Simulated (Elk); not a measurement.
# Optical response of CdF2, part 2 of 2

Wanted: where CdF2 starts to absorb, how strongly, and its refractive index.

Elk 11.2.3 (patched build); DFT, PBE, all-electron APW+lo, Dirac cores, scalar-relativistic bands, independent-particle optical response without local fields.

So far. Step 2 (Ground state): There is a gap, 3.11 eV on this mesh (points off the mesh can give less), so no carriers' term is needed.

**3. Independent particles**

The spectrum is a sum over vertical transitions between filled and empty bands at the fixed density, so many empty bands are needed.

This step: DFT, PBE, all-electron APW+lo, Dirac cores, scalar-relativistic bands, independent-particle optical response without local fields (Elk 11.2.3 (patched build)).

Input file elk.in:

```
tasks
  121

optcomp
  1 1

xctype
  20

nempty
  14

lorbcnd
  .true.

rgkmax
  7.0

swidth
  0.0073499

wplot
  400 100 0
  0.0 0.80849

sppath
  './'

avec
  0.000000000000 5.090922179742 5.090922179742
  5.090922179742 0.000000000000 5.090922179742
  5.090922179742 5.090922179742 0.000000000000

atoms
  2
  'Cd.in'
  1
  0.000000000000 0.000000000000 0.000000000000   0.000 0.000 0.000
  'F.in'
  2
  0.750000000000 0.750000000000 0.750000000000   0.000 0.000 0.000
  0.250000000000 0.250000000000 0.250000000000   0.000 0.000 0.000

ngridk
  10 10 10
```

Command:

```sh
$ OMP_NUM_THREADS=4 elk
```

What it wrote:

```text
┌─────────────────────────────────┐
│ Elk code version 11.2.3 started │
└─────────────────────────────────┘

Info(readinput): the functional depends on the density's gradient
 muffin-tin radial points multiplied by    2.00000
 (not where nrmtscf is given)

┌────────────────────┐
│ Current task : 121 │
└────────────────────┘
Info(checkmt): changed muffin-tin radius of species 1 (Cd) from   2.6000 to   2.4637
Info(checkmt): changed muffin-tin radius of species 2 (F) from   2.0000 to   1.8952

Info(dielectric):
 dielectric tensor written to EPSILON_ij.OUT
 optical conductivity written to SIGMA_ij.OUT
 for components
  i = 1, j = 1

┌──────────────────┐
│ Elk code stopped │
└──────────────────┘
```

Run time: 3.1 s. Hardware: 4 threads of Arm Neoverse V1, shared host; peak memory 0.04 GiB.

This step gave:

* electronic dielectric constant ε∞, mean of the axes: 2.813
* main peak of Im epsilon, first axis: 13.77 eV

The Im ε, E ∥ x has structure finer than the step of the table below, so its rows give means over 1 eV. Peaks (eV: height): 10.5: 2.42, 12.5: 2.15, 13.8: 2.65, 17.7: 1.29, 20.8: 1.09.

Values under the direct gap are tails of Lorentzian lines. Table of Im ε, E ∥ x by photon energy; means over each step:

photon energy (eV), Im ε, E ∥ x and a bar:
```
        1       0.01 
        2       0.02 
        3       0.06 #
        4       0.36 ####
        5       1.00 ############
        6       1.25 ################
        7       1.27 ################
        8       1.18 ###############
        9       1.27 ################
       10       1.99 #########################
       11       1.57 ####################
       12       1.62 ####################
       13       1.87 #######################
       14       2.41 ##############################
       15       1.78 ######################
       16       1.14 ##############
       17       0.94 ############
       18       1.07 #############
       19       0.79 ##########
       20       0.78 ##########
       21       1.01 #############
```

Table of Re ε, E ∥ x by photon energy:

```
photon energy (eV)  Re ε, E ∥ x
               0.0         2.81
               0.5         2.82
               1.0         2.84
               1.5         2.87
               2.0         2.91
               2.5         2.98
               3.0         3.09
               3.5         3.26
               4.0         3.49
               4.5         3.64
               5.0         3.18
               5.5         3.24
               6.0         2.91
               6.5         2.70
               7.0         2.74
               7.5         2.54
               8.0         2.42
               8.5         2.61
               9.0         2.69
               9.5         2.81
              10.0         2.91
              10.5         1.85
              11.0         1.58
              11.5         2.02
              12.0         2.43
              12.5         1.95
              13.0         1.92
              13.5         2.11
              14.0         1.25
              14.5        0.883
              15.0        0.354
              15.5        0.550
              16.0        0.720
              16.5        0.787
              17.0        0.995
              17.5         1.20
              18.0        0.810
              18.5        0.886
              19.0        0.894
              19.5         1.04
              20.0         1.25
              20.5         1.28
              21.0         1.04
              21.5        0.982
```

Table of refractive index n and extinction k by photon energy:

```
photon energy (eV)      n        k
               0.0   1.68        0
               0.5   1.68  0.00134
               1.0   1.68  0.00279
               1.5   1.69  0.00449
               2.0   1.71  0.00667
               2.5   1.73  0.00981
               3.0   1.76   0.0152
               3.5   1.81   0.0285
               4.0   1.87    0.102
               4.5   1.92    0.212
               5.0   1.80    0.264
               5.5   1.83    0.330
               6.0   1.73    0.307
               6.5   1.69    0.389
               7.0   1.70    0.390
               7.5   1.63    0.361
               8.0   1.60    0.373
               8.5   1.65    0.331
               9.0   1.69    0.405
               9.5   1.72    0.398
              10.0   1.81    0.594
              10.5   1.56    0.766
              11.0   1.36    0.527
              11.5   1.48    0.402
              12.0   1.64    0.495
              12.5   1.56    0.688
              13.0   1.50    0.563
              13.5   1.60    0.666
              14.0   1.41    0.868
              14.5   1.30    0.901
              15.0   1.04    0.851
              15.5  0.980    0.640
              16.0   1.02    0.571
              16.5   1.01    0.478
              17.0   1.08    0.418
              17.5   1.20    0.484
              18.0   1.03    0.506
              18.5   1.04    0.443
              19.0   1.02    0.389
              19.5   1.07    0.314
              20.0   1.17    0.334
              20.5   1.20    0.397
              21.0   1.12    0.475
              21.5   1.07    0.405
```

Values under the direct gap are tails of Lorentzian lines. The loss function −Im 1/ε at q → 0, E ∥ x by energy loss; read off at these points:

```
energy loss (eV)  loss function −Im 1/ε at q → 0, E ∥ x
            0.00                                      0
            0.50                                 5.7e-4
            1.00                                0.00117
            1.50                                0.00185
            2.00                                0.00268
            2.50                                0.00381
            3.00                                0.00561
            3.50                                0.00968
            4.00                                 0.0310
            4.50                                 0.0587
            5.00                                 0.0866
            5.50                                  0.101
            6.00                                  0.111
            6.50                                  0.145
            7.00                                  0.144
            7.50                                  0.150
            8.00                                  0.164
            8.50                                  0.136
            9.00                                  0.151
            9.50                                  0.140
           10.00                                  0.164
           10.50                                  0.262
           10.78                                  0.338
           11.00                                  0.316
           11.50                                  0.217
           12.00                                  0.190
           12.50                                  0.255
           12.71                                  0.295
           13.00                                  0.258
           13.50                                  0.237
           14.00                                  0.324
           14.50                                  0.373
           15.00                                  0.544
           15.50                                  0.669
           16.00                                  0.620
           16.50                                  0.623
           17.00                                  0.500
           17.50                                  0.415
           18.00                                  0.598
           18.50                                  0.564
           19.00                                  0.556
           19.50                                  0.439
           20.00                                  0.359
           20.50                                  0.375
           21.00                                  0.481
           21.34                                  0.535
           21.50                                  0.505
```

The reflectivity at normal incidence, E ∥ x has structure finer than the step of the table below, so its rows give means over 0.5 eV. Peaks (eV: height): 4.51: 10.4, 10.45: 12.7, 12.49: 11.2, 14.63: 15.4, 17.71: 6.96, 20.96: 5.13.

Reflectivity at normal incidence, E ∥ x against photon energy; means over each step:

```
photon energy (eV)  reflectivity at normal incidence, E ∥ x (%)
               0.5                                         6.42
               1.0                                         6.50
               1.5                                         6.63
               2.0                                         6.82
               2.5                                         7.11
               3.0                                         7.55
               3.5                                         8.29
               4.0                                         9.23
               4.5                                         10.1
               5.0                                         9.21
               5.5                                         9.65
               6.0                                         8.72
               6.5                                         8.61
               7.0                                         8.50
               7.5                                         7.84
               8.0                                         7.44
               8.5                                         7.59
               9.0                                         8.50
               9.5                                         9.06
              10.0                                         11.8
              10.5                                         12.0
              11.0                                         7.25
              11.5                                         6.34
              12.0                                         8.98
              12.5                                         10.7
              13.0                                         8.94
              13.5                                         11.5
              14.0                                         14.0
              14.5                                         14.5
              15.0                                         14.1
              15.5                                         9.43
              16.0                                         7.29
              16.5                                         5.54
              17.0                                         3.98
              17.5                                         5.44
              18.0                                         5.84
              18.5                                         4.54
              19.0                                         3.50
              19.5                                         2.43
              20.0                                         2.88
              20.5                                         3.95
              21.0                                         4.97
              21.5                                         4.04
```

From ε follow the optical constants at some laser lines:

```
wavelength (nm)     n      k  R (%)     1/α
           1550  1.68  0.002    6.5   56 µm
           1064  1.69  0.003    6.5   25 µm
            800  1.69  0.005    6.6   14 µm
            405  1.76  0.016    7.6  2.0 µm
            365  1.79  0.024    8.1  1.2 µm
            248  1.80  0.264    9.0   75 nm
            193  1.71  0.398    8.9   39 nm
```

Below the direct gap, k and the depth come from the tails of the Lorentzian lines, not from transitions.

Rows near the edge hang on the gap, which this functional as a rule makes too small, and phonon-assisted absorption over an indirect gap is left out.

**4. Results**

```
electronic dielectric constant ε∞, mean of the axes (independent particles) : 2.81
main peak of Im epsilon, first axis                                         : 13.8 eV
```

**Reading.** At this level (PBE, independent particles) CdF2 has ε∞ = 2.81 and n = 1.68 at 1550 nm, and Im ε peaks at 13.8 eV. On the mesh the gap is 3.11 eV and the least direct gap 3.60 eV, so on this mesh the band edges lie at different points. Im ε has its chief maxima at 6.34 eV (1.4), 10.43 eV (2.4), 12.48 eV (2.2) and 13.77 eV (2.7). Excitons and phonon-assisted transitions are missing, and so are local fields; PBE gaps are as a rule too small, which pulls the onset down and ε∞ up.

[Long decimals in the printed logs are rounded to 6 places.]

[Machine, clock and banner lines and Python warnings are left out of the logs.]

[Logs are printed without paths, hosts, clocks, repeated set-up lines and the standing remarks that a program may print on its own settings, such as how far it seeks lower states.]

[Hosts, paths, dates, database ids (printed as entryN), source tags and the programs' standing remarks are cut or masked in the printed files.]

[Where Elk ran, warnings of its patched build on accuracy (core leakage, angular cutoffs, spin-orbit splittings, empty states, lower magnetic states) are left out.]

[Where the starting crystal was built by hand or by swapping elements, it need not be the compound's stable phase.]

[The count of steps not shown may lack steps that the program refused or didn't finish.]
